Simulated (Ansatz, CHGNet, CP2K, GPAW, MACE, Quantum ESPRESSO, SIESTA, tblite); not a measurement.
# Running the unslipped end of a generalised stacking fault on (111) of Pb (72 atoms) with CP2K

Aim: run the unslipped end of a generalised stacking fault on (111) of Pb (72 atoms) in CP2K and see how near its forces come to a plane-wave reference, and at what cost.

Program: CP2K 2026.2. Level of theory: the method is named at each step. Results are calculated unless marked as measured.

## (1) The structure

The cell holds 72 atoms: 72 Pb. Cell: a = 10.501 Å, b = 12.125 Å, c = 17.247 Å, α = 90.0°, β = 90.0°, γ = 90.0°. It derives from Pb (fcc). Fcc Pb (a = 4.95 Å), cell with z along [111], 3 x 2 x 2 periods; the third cell vector is tilted by 0.000 of 1/2[1-10] and lengthened by 0.1 Å, so the stacking has no slip; displaced by a Gaussian of 0.01 Å. Then every atom was moved at random, 0.05 Å r.m.s. a Cartesian component. The structure's axis is c.

The yardstick, on the same geometry:

* method: Kohn-Sham DFT, PBE, PAW, plane waves (Ansatz 0.2.0); cutoff 420 eV, Γ point, fermi-dirac smearing of 0.05 eV; PAW set soft_2
* r.m.s. force component: 0.1556 eV/Å
* longest force: 0.475 eV/Å
* pressure: 2.733 GPa
* SCF cycles: 8
* time: 48 s on 4 threads of Arm Neoverse V2, shared host
* CPU time: 3.1 min

## (2) PBE, DZVP-MOLOPT-SR, 350/50 Ry, diagonalisation

Method: Kohn-Sham DFT, PBE, GTH-PBE pseudopotentials, Gaussian and plane waves, DZVP-MOLOPT-SR-GTH, diagonalisation.

File input.inp:

```
&GLOBAL
  PROJECT cell
  RUN_TYPE ENERGY_FORCE
  PRINT_LEVEL LOW
&END GLOBAL
&FORCE_EVAL
  METHOD QS
  STRESS_TENSOR ANALYTICAL
  &DFT
    BASIS_SET_FILE_NAME BASIS_MOLOPT
    POTENTIAL_FILE_NAME GTH_POTENTIALS
    &MGRID
      CUTOFF 350
      REL_CUTOFF 50
    &END MGRID
    &QS
      EPS_DEFAULT 1.0E-12
    &END QS
    &SCF
      SCF_GUESS ATOMIC
      EPS_SCF 5.0E-06
      MAX_SCF 200
      ADDED_MOS 32
      &DIAGONALIZATION
        ALGORITHM STANDARD
      &END DIAGONALIZATION
      &SMEAR ON
        METHOD FERMI_DIRAC
        ELECTRONIC_TEMPERATURE [K] 580
      &END SMEAR
      &MIXING
        METHOD BROYDEN_MIXING
        ALPHA 0.15
        NBROYDEN 12
      &END MIXING
      &PRINT
        &RESTART OFF
        &END RESTART
      &END PRINT
    &END SCF
    &XC
      &XC_FUNCTIONAL PBE
      &END XC_FUNCTIONAL
    &END XC
    &PRINT
      &MULLIKEN ON
      &END MULLIKEN
      &HIRSHFELD ON
        SHAPE_FUNCTION DENSITY
      &END HIRSHFELD
      &MO ON
        EIGENVALUES T
        OCCUPATION_NUMBERS T
        MO_INDEX_RANGE 133 156
        &EACH
          QS_SCF 0
        &END EACH
        ADD_LAST NUMERIC
      &END MO
    &END PRINT
  &END DFT
  &SUBSYS
    &CELL
      A 10.50054 0.00000 0.00000
      B 0.00000 12.12497 0.00000
      C 0.00000 0.00000 17.24730
    &END CELL
    &COORD
      SCALED
      Pb 0.83512 0.74612 0.99329
      Pb 0.83154 0.91141 0.16960
      Pb 0.49588 0.75123 0.99319
      Pb 0.50063 0.91837 0.16375
      Pb 0.66527 0.50183 0.99923
      Pb 0.67494 0.66764 0.17119
      Pb 0.66706 0.83938 0.32995
      Pb 0.82929 0.25290 0.99472
      Pb 0.83724 0.41846 0.16756
      Pb 0.83265 0.58094 0.33924
      Pb 0.83094 0.75091 0.50271
      Pb 0.83503 0.91450 0.66343
      Pb 0.16130 0.74419 0.98787
      Pb 0.17452 0.91017 0.16938
      Pb 0.33792 0.49921 0.99268
      Pb 0.32976 0.66847 0.16605
      Pb 0.33865 0.83256 0.32644
      Pb 0.49964 0.24978 0.99086
      Pb 0.49456 0.42152 0.16356
      Pb 0.50327 0.58158 0.32777
      Pb 0.49457 0.74590 0.49711
      Pb 0.49609 0.91717 0.66199
      Pb 0.66895 0.99733 0.99688
      Pb 0.65469 0.16549 0.16722
      Pb 0.66006 0.33516 0.32800
      Pb 0.66562 0.49620 0.50277
      Pb 0.66957 0.66091 0.65982
      Pb 0.66950 0.83078 0.82653
      Pb 0.83967 0.09077 0.32812
      Pb 0.82955 0.24402 0.49536
      Pb 0.83249 0.41037 0.66232
      Pb 0.83267 0.58406 0.82878
      Pb 0.00072 0.50420 0.99451
      Pb 0.00911 0.66179 0.16520
      Pb 0.00658 0.83121 0.33622
      Pb 0.16778 0.25748 0.99370
      Pb 0.17455 0.42440 0.17055
      Pb 0.16713 0.58512 0.33197
      Pb 0.16238 0.75044 0.49078
      Pb 0.17217 0.91824 0.66129
      Pb 0.33322 0.00833 0.99785
      Pb 0.33077 0.16091 0.16721
      Pb 0.33657 0.33931 0.32859
      Pb 0.33523 0.50886 0.49714
      Pb 0.33023 0.66942 0.66162
      Pb 0.34062 0.83281 0.82218
      Pb 0.49881 0.09104 0.32821
      Pb 0.50417 0.24849 0.50089
      Pb 0.49729 0.41647 0.65799
      Pb 0.49423 0.57728 0.82444
      Pb 0.66166 0.99647 0.49742
      Pb 0.65950 0.16918 0.66324
      Pb 0.66256 0.32858 0.82972
      Pb 0.83177 0.08445 0.82571
      Pb 0.00119 0.99788 0.99051
      Pb 0.99883 0.16468 0.16593
[... 12 atom lines left out ...]
      Pb 0.99689 0.99589 0.49602
      Pb 0.99062 0.16395 0.66120
      Pb 0.00333 0.32959 0.83098
      Pb 0.15310 0.09185 0.82843
    &END COORD
    &KIND Pb
      BASIS_SET DZVP-MOLOPT-SR-GTH-q4
      POTENTIAL GTH-PBE-q4
    &END KIND
  &END SUBSYS
  &PRINT
    &FORCES ON
    &END FORCES
    &STRESS_TENSOR ON
    &END STRESS_TENSOR
  &END PRINT
&END FORCE_EVAL
```

On the command line:

```bash
> OMP_NUM_THREADS=1 mpirun -np 4 cp2k.psmp -i input.inp > output.txt
```

Numbers of over 12 decimals in the logs are rounded to 6 here.

Log:

```text
CP2K| version string:                                       CP2K version 2026.2
 CP2K| Input file name                                                 input.inp
 GLOBAL| Basis set file name                                        BASIS_MOLOPT
 GLOBAL| Potential file name                                      GTH_POTENTIALS
 GLOBAL| Run type                                                   ENERGY_FORCE
 GLOBAL| Total number of message passing processes                             4
 GLOBAL| Number of threads for this process                                    1
 TOTAL NUMBERS AND MAXIMUM NUMBERS
  Total number of            - Atomic kinds:                                   1
                             - Atoms:                                         72
                             - Shell sets:                                    72
                             - Shells:                                       360
                             - Primitive Cartesian functions:                360
                             - Cartesian basis functions:                   1008
                             - Spherical basis functions:                    936
  Maximum angular momentum of- Orbital basis functions:                        2
                             - Local part of the GTH pseudopotential:          0
                             - Non-local part of the GTH pseudopotential:      4
 SCF PARAMETERS         Density guess:                                    ATOMIC
                        max_scf:                                             200
                        eps_scf:                                        5.00E-06
                        added MOs                                        32    0
                        Mixing method:                            BROYDEN_MIXING
                                                charge density mixing in g-space
                        Smear method:                                FERMI_DIRAC
                        Electronic temperature [K]:                        580.0
                        Electronic temperature [a.u.]:                  1.84E-03
                        Accuracy threshold:                             1.00E-10
 Extrapolation method: initial_guess
 Number of electrons:                                                        288
 Number of occupied orbitals:                                                144
 Number of molecular orbitals:                                               176
 Number of orbital functions:                                                936
 Number of independent orbital functions:                                    936
 SCF WAVEFUNCTION OPTIMIZATION
  Step     Update method      Time    Convergence         Total energy    Change
     1 NoMix/Diag. 0.15E+00    3.2     0.25819329      -260.3299458066 -2.60E+02
     2 Broy./Diag. 0.15E+00    4.2     0.00594716      -259.7895548336  5.40E-01
     3 Broy./Diag. 0.15E+00    4.4     0.02181070      -258.1131844109  1.68E+00
     4 Broy./Diag. 0.15E+00    4.2     0.00756513      -257.6532292066  4.60E-01
[...]
13 Broy./Diag. 0.15E+00    4.0     0.00000812      -257.3954308061  2.13E-04
    14 Broy./Diag. 0.15E+00    4.1     0.00000133      -257.3953821124  4.87E-05
  *** SCF run converged in    14 steps ***
  Electronic density on regular grids:       -288.0000000000        0.0000000000
  Core density on regular grids:              287.9999999984       -0.0000000016
  Total charge density on r-space grids:       -0.0000000016
  Total charge density g-space grids:          -0.0000000016
  Overlap energy of the core charge distribution:               7.33e-11
  Self energy of the core charge distribution:               -526.272389
  Core Hamiltonian energy:                                    106.580952
  Hartree energy:                                             234.889229
  Exchange-correlation energy:                                -72.571801
  Electronic entropic energy:                                  -0.021374
  Fermi energy:                                                 0.162560
  Total energy:                                              -257.395382
  Total energy (extrapolated to T->0):                       -257.384695
 MO| EIGENVALUES AND OCCUPATION NUMBERS
 MO|
 MO|  Index      Eigenvalue [a.u.]        Eigenvalue [eV]             Occupation
 MO|    133               0.126069               3.430525               2.000000
 MO|    134               0.126534               3.443175               2.000000
 MO|    135               0.127340               3.465104               2.000000
[...]
MO|    155               0.175605               4.778447               0.001646
 MO|    156               0.177019               4.816924               0.000762
 MO| Sum:                                                             288.000000
 MO| E(Fermi):            0.162560 a.u.          4.423484 eV
 !-----------------------------------------------------------------------------!
                     Mulliken Population Analysis
 #  Atom  Element  Kind  Atomic population                           Net charge
       1     Pb       1          4.008854                             -0.008854
       2     Pb       1          3.973799                              0.026201
       3     Pb       1          3.945274                              0.054726
[...]
71     Pb       1          4.009992                             -0.009992
      72     Pb       1          3.971300                              0.028700
 # Total charge                            288.000000                  0.000000
 !-----------------------------------------------------------------------------!
 !-----------------------------------------------------------------------------!
                           Hirshfeld Charges
  #Atom  Element  Kind  Ref Charge     Population                    Net charge
      1       Pb     1       4.000          4.002                        -0.002
      2       Pb     1       4.000          3.991                         0.009
      3       Pb     1       4.000          3.988                         0.012
[...]
71       Pb     1       4.000          4.006                        -0.006
     72       Pb     1       4.000          4.000                        -0.000
  Total Charge                                                           -0.000
 !-----------------------------------------------------------------------------!
 ENERGY| Total FORCE_EVAL ( QS ) energy [hartree]           -257.395346
 FORCES| Atomic forces [hartree/bohr]
 FORCES|   Atom     x               y               z               |f|
 FORCES|      1 -1.71887967E-03  3.21779347E-04  4.39210491E-03   4.72743851E-03
 FORCES|      2  6.06681293E-03  1.65263187E-03 -5.58677693E-03   8.41127147E-03
 FORCES|      3  8.85664418E-04  2.48717434E-03  2.48029416E-03   3.62247109E-03
[...]
FORCES|     71 -3.10493080E-03  3.09772391E-03 -3.24220247E-03   5.45420622E-03
 FORCES|     72  7.32251274E-03 -3.24815130E-03 -1.29515744E-03   8.11462337E-03
 FORCES| Sum     6.08114904E-09  7.21943562E-08 -4.99482596E-08
 FORCES| Total atomic force                                       8.79990573E-08
 STRESS| Analytical stress tensor [bar]
 STRESS|                        x                   y                   z
 STRESS|      x        7.41123396578E+04   3.26631037150E+02  -2.54757655821E+01
 STRESS|      y        3.26631037150E+02  -3.64413695805E+04   8.01430662816E+03
 STRESS|      z       -2.54757655821E+01   8.01430662816E+03   4.96915380727E+04
 STRESS| 1/3 Trace                                             2.91208360500E+04
```

The job ended after 70 s (4 MPI ranks of Arm Neoverse V2, shared host; peak memory 4.7 GiB; 4.7 min of CPU time).

Banners, paths, timers and routine set-up lines are dropped from the logs unmarked, and long logs keep their key lines alone; longer cuts are marked.

Compared with the plane-wave run:

```yaml
r_m_s_force_component: 0.1588 eV/Å
r_m_s_difference_of_force_components: 6.401 meV/Å
longest_difference_of_force_vectors: 21.48 meV/Å
force_difference_over_r_m_s_force: 4.114 %
slope_of_forces_against_the_reference_s: 1.02
correlation_of_force_components: 0.9994
pressure: 2.912 GPa
pressure_difference: 0.1794 GPa
```

A closer look about Pb5, picked at random: 13 atoms, nearest first, numbered in the order of the input, with positions taken from that point.

| atom | x | y | z | distance (Å) | bonds | Hirshfeld charge (e) | Fx | Fy | Fz (eV/Å) |
| --- | --- | --- | --- | --- | --- | --- | --- | --- | --- |
| Pb5 | 0.00 | 0.00 | 0.00 | 0.00 | 12 | 0.00 | -0.026 | -0.003 | 0.044 |
| Pb15 | -3.44 | -0.03 | -0.11 | 3.44 | 12 | 0.00 | -0.004 | 0.031 | 0.244 |
| Pb1 | 1.78 | 2.96 | -0.10 | 3.46 | 12 | 0.00 | -0.088 | 0.017 | 0.226 |
| Pb8 | 1.72 | -3.02 | -0.08 | 3.48 | 12 | 0.00 | 0.118 | -0.141 | 0.177 |
| Pb19 | -1.79 | -0.97 | 2.83 | 3.49 | 12 | 0.00 | 0.229 | -0.003 | -0.229 |
| Pb3 | -1.78 | 3.02 | -0.10 | 3.51 | 12 | 0.01 | 0.046 | 0.128 | 0.128 |
| Pb18 | -1.74 | -3.06 | -0.14 | 3.52 | 12 | 0.00 | 0.044 | 0.024 | 0.250 |
| Pb33 | 3.52 | 0.03 | -0.08 | 3.52 | 12 | 0.00 | -0.028 | -0.024 | 0.167 |
| Pb9 | 1.81 | -1.01 | 2.90 | 3.57 | 12 | 0.01 | 0.069 | -0.160 | -0.142 |
| Pb32 | 1.76 | 1.00 | -2.94 | 3.57 | 12 | 0.01 | -0.132 | -0.116 | -0.072 |
| Pb6 | 0.10 | 2.01 | 2.97 | 3.58 | 12 | 0.01 | -0.164 | -0.150 | -0.322 |
| Pb53 | -0.03 | -2.10 | -2.92 | 3.60 | 12 | 0.01 | 0.086 | 0.105 | -0.092 |
| Pb50 | -1.80 | 0.91 | -3.01 | 3.63 | 12 | 0.00 | 0.158 | 0.178 | 0.031 |

Forces lie 4.1 % from the reference's, at 1.5 times its CPU time.

## (3) PBE, DZVP-UZH, 350/50 Ry, diagonalisation

Method: Kohn-Sham DFT, PBE, GTH-PBE pseudopotentials, Gaussian and plane waves, DZVP-MOLOPT (UZH set), diagonalisation.

input.inp, as its differences from that of step 2:

```diff
@@ -9,4 +9,4 @@
   &DFT
-    BASIS_SET_FILE_NAME BASIS_MOLOPT
-    POTENTIAL_FILE_NAME GTH_POTENTIALS
+    BASIS_SET_FILE_NAME BASIS_MOLOPT_UZH
+    POTENTIAL_FILE_NAME POTENTIAL_UZH
     &MGRID
@@ -67,8 +67,8 @@
     &END CELL
-    &COORD
-      SCALED
-[... 72 atom lines left out: the same atoms as in the first run ...]
-    &END COORD
+    &TOPOLOGY
+      COORD_FILE_NAME structure.xyz
+      COORD_FILE_FORMAT XYZ
+    &END TOPOLOGY
     &KIND Pb
-      BASIS_SET DZVP-MOLOPT-SR-GTH-q4
+      BASIS_SET DZVP-MOLOPT-PBE-GTH-q4
       POTENTIAL GTH-PBE-q4
```

File structure.xyz:

```xyz
72

Pb 8.76921 9.04668 17.13157
Pb 8.73162 11.05082 2.92514
Pb 5.20701 9.10864 17.12985
Pb 5.25689 11.13521 2.82425
Pb 6.98569 6.08467 17.23402
Pb 7.08723 8.09511 2.95257
Pb 7.00449 10.17746 5.69075
Pb 8.70799 3.06640 17.15623
Pb 8.79147 5.07381 2.88996
Pb 8.74327 7.04388 5.85097
Pb 8.72532 9.10476 8.67039
Pb 8.76827 11.08829 11.44238
Pb 1.69374 9.02328 17.03809
Pb 1.83255 11.03578 2.92135
Pb 3.54834 6.05291 17.12105
Pb 3.46266 8.10518 2.86391
Pb 3.55601 10.09477 5.63021
Pb 5.24649 3.02858 17.08966
Pb 5.19315 5.11092 2.82097
Pb 5.28461 7.05164 5.65315
[... 48 atom lines left out ...]
Pb 10.46788 12.07514 8.55501
Pb 10.40204 1.98789 11.40391
Pb 0.03497 3.99627 14.33216
Pb 1.60763 1.11368 14.28818
```

Log:

```text
CP2K| version string:                                       CP2K version 2026.2
 CP2K| Input file name                                                 input.inp
 GLOBAL| Basis set file name                                    BASIS_MOLOPT_UZH
 GLOBAL| Potential file name                                       POTENTIAL_UZH
 GLOBAL| Run type                                                   ENERGY_FORCE
 GLOBAL| Total number of message passing processes                             4
 GLOBAL| Number of threads for this process                                    1
[... lines left out ...]
                        Smear method:                                FERMI_DIRAC
[... lines left out ...]
 Number of electrons:                                                        288
[... lines left out ...]
  Step     Update method      Time    Convergence         Total energy    Change
[... lines left out ...]
  *** SCF run converged in    14 steps ***
[... lines left out ...]
  Fermi energy:                                                 0.171727
  Total energy:                                              -254.472566
  Total energy (extrapolated to T->0):                       -254.462338
[... lines left out ...]
 MO| E(Fermi):            0.171727 a.u.          4.672918 eV
[... lines left out ...]
     72       Pb     1       4.000          4.000                         0.000
  Total Charge                                                           -0.000
 !-----------------------------------------------------------------------------!
 ENERGY| Total FORCE_EVAL ( QS ) energy [hartree]           -254.472519
 FORCES| Atomic forces [hartree/bohr]
 FORCES|   Atom     x               y               z               |f|
 FORCES|      1 -2.11258289E-03  4.24318157E-04  5.07725515E-03   5.51557542E-03
 FORCES|      2  6.47015308E-03  1.61606479E-03 -6.40391214E-03   9.24579023E-03
 FORCES|      3  8.01991407E-04  2.51458896E-03  3.00823679E-03   4.00197907E-03
[...]
FORCES|     71 -3.71406006E-03  3.83450354E-03 -3.17407580E-03   6.21066958E-03
 FORCES|     72  8.56596922E-03 -3.71980638E-03 -1.40357917E-03   9.44366574E-03
 FORCES| Sum     6.94463710E-07 -1.08445618E-06  5.83438603E-08
 FORCES| Total atomic force                                       1.28908070E-06
 STRESS| Analytical stress tensor [bar]
 STRESS|                        x                   y                   z
 STRESS|      x        9.08563884258E+04   3.32515026846E+02  -2.88551373398E+01
 STRESS|      y        3.32515026846E+02  -3.05663601731E+04   8.77976599900E+03
 STRESS|      z       -2.88551373398E+01   8.77976599900E+03   6.88481220944E+04
 STRESS| 1/3 Trace                                             4.30460501157E+04
```

The job ended after 49 s (4 MPI ranks; peak memory 4.8 GiB).

Numbers from this run, and their distance from the reference:

```yaml
r_m_s_force_component: 0.1766 eV/Å
r_m_s_difference_of_force_components: 25.81 meV/Å
longest_difference_of_force_vectors: 85.77 meV/Å
force_difference_over_r_m_s_force: 16.58 %
slope_of_forces_against_the_reference_s: 1.13
correlation_of_force_components: 0.9959
pressure: 4.305 GPa
pressure_difference: 1.572 GPa
```

Against the first run (4.1 %), the force difference from the reference is 17 %, at 0.69 times the CPU time, with 936 basis functions against 936; this set comes with other potentials too, so the change isn't the basis's alone.

[end of part 1 of 2]

[Also dropped from logs without a mark: logging warnings of Python, and SIESTA's first energy breakdown and zero terms.]

[Logs are printed without paths, hosts, clocks, repeated set-up lines and the standing remarks that a program may print on its own settings, such as how far it seeks lower states.]

[Hosts, paths, dates, database ids (printed as entryN), source tags and the programs' standing remarks are cut or masked in the printed files.]
